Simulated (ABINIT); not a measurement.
# KBr (Fm-3m): G0W0 with and without spin-orbit coupling

Wanted: the effect of spin-orbit coupling on the quasiparticle gap of KBr (Fm-3m).

Main program and level: ABINIT 10.8.3; PBE and many-body steps on it, plane waves.

## Step 1: The starting structure

It takes space group Fm-3m (No. 225, cubic). Conventional cell: a = 6.600 Å, b = 6.600 Å, c = 6.600 Å, α = 90.00°, β = 90.00°, γ = 90.00°. K has 6 Br at 3.30 Å nearest. Br has 6 K at 3.30 Å nearest. Farther neighbours and most contacts between anions are not listed.

The cell and positions come from the Crystallography Open Database and are kept as given unless a step says otherwise.

## Step 2: Empty states on the mesh, 4×4×4 mesh, 78 bands

This step: ABINIT 10.8.3; DFT, PBE, plane waves, norm-conserving pseudopotentials.

The sums over transitions need many empty states on a uniform mesh; this step solves for them.

run.abi

```
acell 3*1.0 Angstrom
rprim 
  0.000000000000 3.300000000000 3.300000000000
  3.300000000000 0.000000000000 3.300000000000
  3.300000000000 3.300000000000 0.000000000000
ntypat 2
znucl 19 35
natom 2
typat 1 2
xred 
  0.000000000000 0.000000000000 0.000000000000
  0.500000000000 0.500000000000 0.500000000000
pp_dirpath "pseudos"
pseudos "K.upf, Br.upf"
ecut 33
ngkpt 4 4 4
nshiftk 1
shiftk 0 0 0
kptopt 1
chksymbreak 0
iscf -2
irdden 1
istwfk *1
nband 78
nbdbuf 6
tolwfr 1e-09
nstep 60
prtvol 0
indata_prefix "in"
outdata_prefix "out"
tmpdata_prefix "tmp"
```

Command:

```sh
$ OMP_NUM_THREADS=1 mpirun -n 8 abinit run.abi > log
```

Numbers of over 12 decimals in the logs are rounded to 6 here.

The log of the run:

```text
.Version 10.8.3 of ABINIT. v10.8.2 released Aug 2026.

 Symmetries : space group Fm -3 m (#225); Bravais cF (face-center cubic)
[... echo of the input left out ...]
== DATASET  1 ==================================================================
-   mpi_nproc: 8, omp_nthreads: 1 (-1 if OMP is not activated)

--- !DatasetInfo
iteration_state: {dtset: 1, }
dimensions: {natom: 2, nkpt: 8, mband: 78, nsppol: 1, nspinor: 1, nspden: 1, mpw: 4477, }
cutoff_energies: {ecut:  33.0, pawecutdg:  -1.0, }
[...]
1.40614    1.40614    1.42650    1.42650    1.45956    1.58570    1.58570    1.58570
   1.65656    1.65656    1.65656    1.86172    1.93379    1.93379    1.93379    1.97201
   1.97201    2.07833    2.07833    2.08463    2.08652    2.08652
 prteigrs : prtvol=0 or 1, do not print more k-points.

== END DATASET(S) ==============================================================
================================================================================

 -outvars: echo values of variables after computation  --------
            nband          78
             nkpt           8
          spgroup         225
 [... the other variables as echoed above ...]

 Calculation completed.
```

Run time: 12 s. Hardware: 8 MPI ranks of Arm Neoverse V1, shared host; peak memory 0.57 GiB.

Numbers from this step:

```
gap                                                           : 4.436 eV
k of the valence top                                          : 0, 0, 0
k of the conduction bottom                                    : 0, 0, 0
least direct gap                                              : 4.436 eV
k points computed                                             : 8
lowest point of the top converged band, above the valence top : 48.91 eV
```

On this mesh the gap is 4.436 eV.

The density comes from a self-consistent run that is not shown.

## Step 3: Screening, 4×4×4 mesh, 72 bands, screening to 119.7 eV

The RPA dielectric matrix is built and inverted for each q.

This step: RPA screening on PBE, plane waves, norm-conserving pseudopotentials.

run.abi, as its differences from that of step 2:

```diff
@@ -20,10 +20,11 @@
 chksymbreak 0
-iscf -2
-irdden 1
 istwfk *1
-nband 78
-nbdbuf 6
-tolwfr 1e-09
-nstep 60
-prtvol 0
+occopt 1
+irdwfk 1
+optdriver 3
+nband 72
+ecuteps 4.4
+inclvkb 0
+awtr 1
+symchi 1
 indata_prefix "in"
```

The log of the run:

```text
.Version 10.8.3 of ABINIT. v10.8.2 released Aug 2026.

 Symmetries : space group Fm -3 m (#225); Bravais cF (face-center cubic)
[... echo of the input left out ...]
== DATASET  1 ==================================================================
-   mpi_nproc: 8, omp_nthreads: 1 (-1 if OMP is not activated)

--- !DatasetInfo
iteration_state: {dtset: 1, }
dimensions: {natom: 2, nkpt: 8, mband: 72, nsppol: 1, nspinor: 1, nspden: 1, mpw: 4477, }
cutoff_energies: {ecut:  33.0, pawecutdg:  -1.0, }
electrons: {nelect:   1.60000000E+01, charge:   0.00000000E+00, occopt:   1.00000000E+00, tsmear:   1.00000000E-02, }

 SCREENING: Calculation of the susceptibility and dielectric matrices

 Based on a program developped by R.W. Godby, V. Olevano, G. Onida, and L. Reining.
 Incorporated in ABINIT by V. Olevano, G.-M. Rignanese, and M. Torrent.
.Using double precision arithmetic ; gwpc =  8

[... cell and pseudopotentials left out ...]
--------------------------------------------------------------------------------

 ==== K-mesh for the wavefunctions ====
 Number of points in the irreducible wedge :     8
[... list of points left out ...]
 Together with 48 symmetry operations and time-reversal symmetry
 yields    64 points in the full Brillouin Zone.

 ==== Q-mesh for the screening function ====
 Number of points in the irreducible wedge :     8
[... list of points left out ...]
 Together with 48 symmetry operations and time-reversal symmetry
 yields    64 points in the full Brillouin Zone.

 setmesh: FFT mesh size selected  =    32x   32x   32
          total number of points  =        32768

 vcoul_init : cutoff-mode = AUXILIARY_FUNCTION
 q-points for optical limit:   1
     1)      0.000010    0.000020    0.000030

- screening: taking advantage of time-reversal symmetry
- Maximum band index for partially occupied states nbvw = 8
- Remaining bands to be divided among processors   nbcw = 64
- Number of bands treated by each node ~8

 Number of electrons calculated from density =   16.0000; Expected =   16.0000
 average of density, n =  0.032988
 r_s =    1.9343
 omega_plasma =   17.5199 [eV]

 calculating chi0 at frequencies [eV] :
  1    0.000000E+00    0.000000E+00
  2    0.000000E+00    1.751989E+01

--------------------------------------------------------------------------------
  q-point number  1        q = ( 0.000000, 0.000000, 0.000000) [r.l.u.]
--------------------------------------------------------------------------------
[... chi0 elements left out ...]
 For q-point:  0.000010 0.000020 0.000030
  dielectric constant =   2.4018
  dielectric constant without local fields =   2.9117

  Average fulfillment of the sum rule on Im[epsilon] for q-point    1 :     67.54  [%]
[... wings left out ...]
  q-point number  2        q = ( 0.250000, 0.000000, 0.000000) [r.l.u.]
--------------------------------------------------------------------------------
[... chi0 elements left out ...]
  Average fulfillment of the sum rule on Im[epsilon] for q-point    2 :     79.66  [%]

 [... 6 further q-points ...]
```

The job ended after 8.4 s (8 MPI ranks; peak memory 1.2 GiB).

This step gave:

```
ε∞ with local fields, on this mesh, along the program's q direction : 2.402
the same without local fields                                       : 2.912
plasma frequency                                                    : 17.52 eV
plane waves in the screening matrix                                 : 181
```

Local fields lower ε∞ by 18 %.

## Step 4: Scalar-relativistic

The self-energy is evaluated for the states that the input lists, and the levels follow from it, in one-shot runs by the linearised quasiparticle equation.

This step: G0W0 on PBE, plane waves, norm-conserving pseudopotentials.

run.abi, as its differences from that of step 3:

```diff
@@ -23,8 +23,15 @@
 irdwfk 1
-optdriver 3
+optdriver 4
 nband 72
+gwcalctyp 0
+ecutsigx 33
+symsigma 1
+nkptgw 1
+kptgw 
+  0.0000000000 0.0000000000 0.0000000000
+bdgw 
+  6 12
 ecuteps 4.4
-inclvkb 0
-awtr 1
-symchi 1
+irdscr 1
+ppmodel 1
 indata_prefix "in"
```

The log of the run:

```text
.Version 10.8.3 of ABINIT. v10.8.2 released Aug 2026.

 Symmetries : space group Fm -3 m (#225); Bravais cF (face-center cubic)
[... echo of the input left out ...]
== DATASET  1 ==================================================================
-   mpi_nproc: 8, omp_nthreads: 1 (-1 if OMP is not activated)

--- !DatasetInfo
iteration_state: {dtset: 1, }
dimensions: {natom: 2, nkpt: 8, mband: 72, nsppol: 1, nspinor: 1, nspden: 1, mpw: 4477, }
cutoff_energies: {ecut:  33.0, pawecutdg:  -1.0, }
electrons: {nelect:   1.60000000E+01, charge:   0.00000000E+00, occopt:   1.00000000E+00, tsmear:   1.00000000E-02, }

 SIGMA: Calculation of the GW corrections

 Based on a program developped by R.W. Godby, V. Olevano, G. Onida, and L. Reining.
 Incorporated in ABINIT by V. Olevano, G.-M. Rignanese, and M. Torrent.
.Using double precision arithmetic ; gwpc =  8

[... cell and pseudopotentials left out ...]
--------------------------------------------------------------------------------

 ==== K-mesh for the wavefunctions ====
 Number of points in the irreducible wedge :     8
[... list of points left out ...]
 Together with 48 symmetry operations and time-reversal symmetry
 yields    64 points in the full Brillouin Zone.

 ==== Q-mesh for screening function ====
 Number of points in the irreducible wedge :     8
[... list of points left out ...]
 Together with 48 symmetry operations and time-reversal symmetry
 yields    64 points in the full Brillouin Zone.

 vcoul_init : cutoff-mode = AUXILIARY_FUNCTION
 q-points for optical limit:   1
     1)      0.000010    0.000020    0.000030
 setmesh: FFT mesh size selected  =    45x   45x   45
          total number of points  =        91125

 Number of electrons calculated from density =   16.0000; Expected =   16.0000
 average of density, n =  0.032988
 r_s =    1.9343
 omega_plasma =   17.5199 [eV]

 === KS Band Gaps ===
  >>>> For spin  1
   Minimum direct gap =   4.4359 [eV], located at k-point      :   0.0000  0.0000  0.0000
   Fundamental gap    =   4.4359 [eV], Top of valence bands at :   0.0000  0.0000  0.0000
                                       Bottom of conduction at :   0.0000  0.0000  0.0000
 SIGMA fundamental parameters:
 PLASMON POLE MODEL  1
 number of plane-waves for SigmaX                 4477
 number of plane-waves for SigmaC and W            181
 number of plane-waves for wavefunctions          4477
 number of bands                                    72
 number of independent spin polarizations            1
 number of spinorial components                      1
 number of k-points in IBZ                           8
 number of q-points in IBZ                           8
 number of symmetry operations                      48
 number of k-points in BZ                           64
 number of q-points in BZ                           64
 number of frequencies for dSigma/dE                 9
 frequency step for dSigma/dE [eV]                0.25
 number of omega for Sigma on real axis              0
 max omega for Sigma on real axis  [eV]           0.00
 zcut for avoiding poles [eV]                     0.10

 EPSILON^-1 parameters (SCR file):
 dimension of the eps^-1 matrix on file            181
 dimension of the eps^-1 matrix used               181
 number of plane-waves for wavefunctions          4477
 number of bands                                    72
 number of q-points in IBZ                           8
 number of frequencies                               2
 number of real frequencies                          1
 number of imag frequencies                          1

 matrix elements of self-energy operator (all in [eV])

 Perturbative Calculation

--- !SelfEnergy_ee
iteration_state: {dtset: 1, }
kpoint     : [   0.000,    0.000,    0.000, ]
spin       : 1
KS_gap     :    4.436
QP_gap     :    6.724
Delta_QP_KS:    2.288
data: !SigmaeeData |
     Band     E0 <VxcDFT>   SigX SigC(E0)      Z dSigC/dE  Sig(E)    E-E0       E
        6  -0.010 -12.760 -16.565   1.920   0.819  -0.221 -14.304  -1.543  -1.553
        7  -0.010 -12.760 -16.565   1.920   0.819  -0.221 -14.304  -1.543  -1.553
        8  -0.010 -12.760 -16.565   1.920   0.819  -0.221 -14.304  -1.543  -1.553
        9   4.426  -6.661  -3.089  -2.714   0.868  -0.152  -5.916   0.745   5.171
       10   7.598  -8.409  -3.762  -2.813   0.863  -0.159  -6.826   1.583   9.181
       11   7.598  -8.409  -3.762  -2.813   0.863  -0.159  -6.826   1.583   9.181
       12   7.598  -8.409  -3.762  -2.813   0.863  -0.159  -6.826   1.583   9.181

== END DATASET(S) ==============================================================
================================================================================

 -outvars: echo values of variables after computation  --------
           etotal      0.0000000000E+00
            nband          72
             nkpt           8
          spgroup         225
 [... the other variables as echoed above ...]

 Calculation completed.
```

Run time: 3.7 s. Hardware: 8 MPI ranks; peak memory 1.2 GiB.

This step gave:

```
G0W0 gap on the points computed              : 6.724 eV
starting gap on the mesh                     : 4.436 eV
k of the valence top                         : 0, 0, 0
k of the conduction bottom                   : 0, 0, 0
Z at the valence top                         : 0.819
Z at the conduction bottom                   : 0.868
least direct G0W0 gap on the computed points : 6.724 eV
```

The gap on the mesh goes from 4.44 eV to 6.72 eV, a correction of +2.29 eV.

## Step 5: Empty states on the mesh, 4×4×4 mesh, 158 bands

This step: DFT, PBE with spin-orbit coupling, plane waves, norm-conserving pseudopotentials.

run.abi, as its differences from that of step 4:

```diff
@@ -15,2 +15,3 @@
 ecut 33
+nspinor 2
 ngkpt 4 4 4
@@ -20,18 +21,10 @@
 chksymbreak 0
+iscf -2
+irdden 1
 istwfk *1
-occopt 1
-irdwfk 1
-optdriver 4
-nband 72
-gwcalctyp 0
-ecutsigx 33
-symsigma 1
-nkptgw 1
-kptgw 
-  0.0000000000 0.0000000000 0.0000000000
-bdgw 
-  6 12
-ecuteps 4.4
-irdscr 1
-ppmodel 1
+nband 158
+nbdbuf 14
+tolwfr 1e-09
+nstep 60
+prtvol 0
 indata_prefix "in"
```

The log of the run:

```text
.Version 10.8.3 of ABINIT. v10.8.2 released Aug 2026.

 Symmetries : space group Fm -3 m (#225); Bravais cF (face-center cubic)
[... echo of the input left out ...]
== DATASET  1 ==================================================================
-   mpi_nproc: 8, omp_nthreads: 1 (-1 if OMP is not activated)

--- !DatasetInfo
iteration_state: {dtset: 1, }
dimensions: {natom: 2, nkpt: 8, mband: 158, nsppol: 1, nspinor: 2, nspden: 1, mpw: 4477, }
cutoff_energies: {ecut:  33.0, pawecutdg:  -1.0, }
[...]
1.92947    1.92947    1.93594    1.93594    1.93594    1.93594    1.97204    1.97204
   1.97204    1.97204    2.07767    2.07767    2.07768    2.07801    2.07997    2.08025
   2.08647    2.08647    2.08648    2.08648    2.08648    2.08779
 prteigrs : prtvol=0 or 1, do not print more k-points.

== END DATASET(S) ==============================================================
================================================================================

 -outvars: echo values of variables after computation  --------
            nband         158
             nkpt           8
          spgroup         225
 [... the other variables as echoed above ...]

 Calculation completed.
```

Wall time 70 s (8 MPI ranks); peak memory 0.84 GiB.

Numbers from this step:

```yaml
gap: 4.274 eV
k_of_the_valence_top: 0, 0, 0
k_of_the_conduction_bottom: 0, 0, 0
least_direct_gap: 4.274 eV
k_points_computed: 8
lowest_point_of_the_top_converged_band_above_the_valence_top: 48.73 eV
```

On this mesh the gap is 4.274 eV.

The density comes from a self-consistent run that is not shown, made with spin-orbit coupling and fully relativistic files.

[end of part 1 of 2]

[Paths, hosts, dates, memory and timing lines, banners, echoed tables and standing remarks are left out of the program output.]

[Logs are printed without paths, hosts, clocks, repeated set-up lines and the standing remarks that a program may print on its own settings, such as how far it seeks lower states.]

[Runs of the session that timed out or met a known fault of the program may be left out.]

[No measured gap is set beside runs whose start may be inverted or whose files or cutoffs have a known fault.]

[Hosts, paths, dates, database ids (printed as entryN), source tags and the programs' standing remarks are cut or masked in the printed files.]

[G0W0 gaps are taken among the corrected bands and points alone; a level outside them can change the order at an edge.]

[Where Ansatz stands beside ABINIT at settings called matched, ABINIT's density can come from a denser mesh and the files from another edition; pairs whose starting gaps differed by over 0.03 eV were left out, so agreement reads better than it is.]
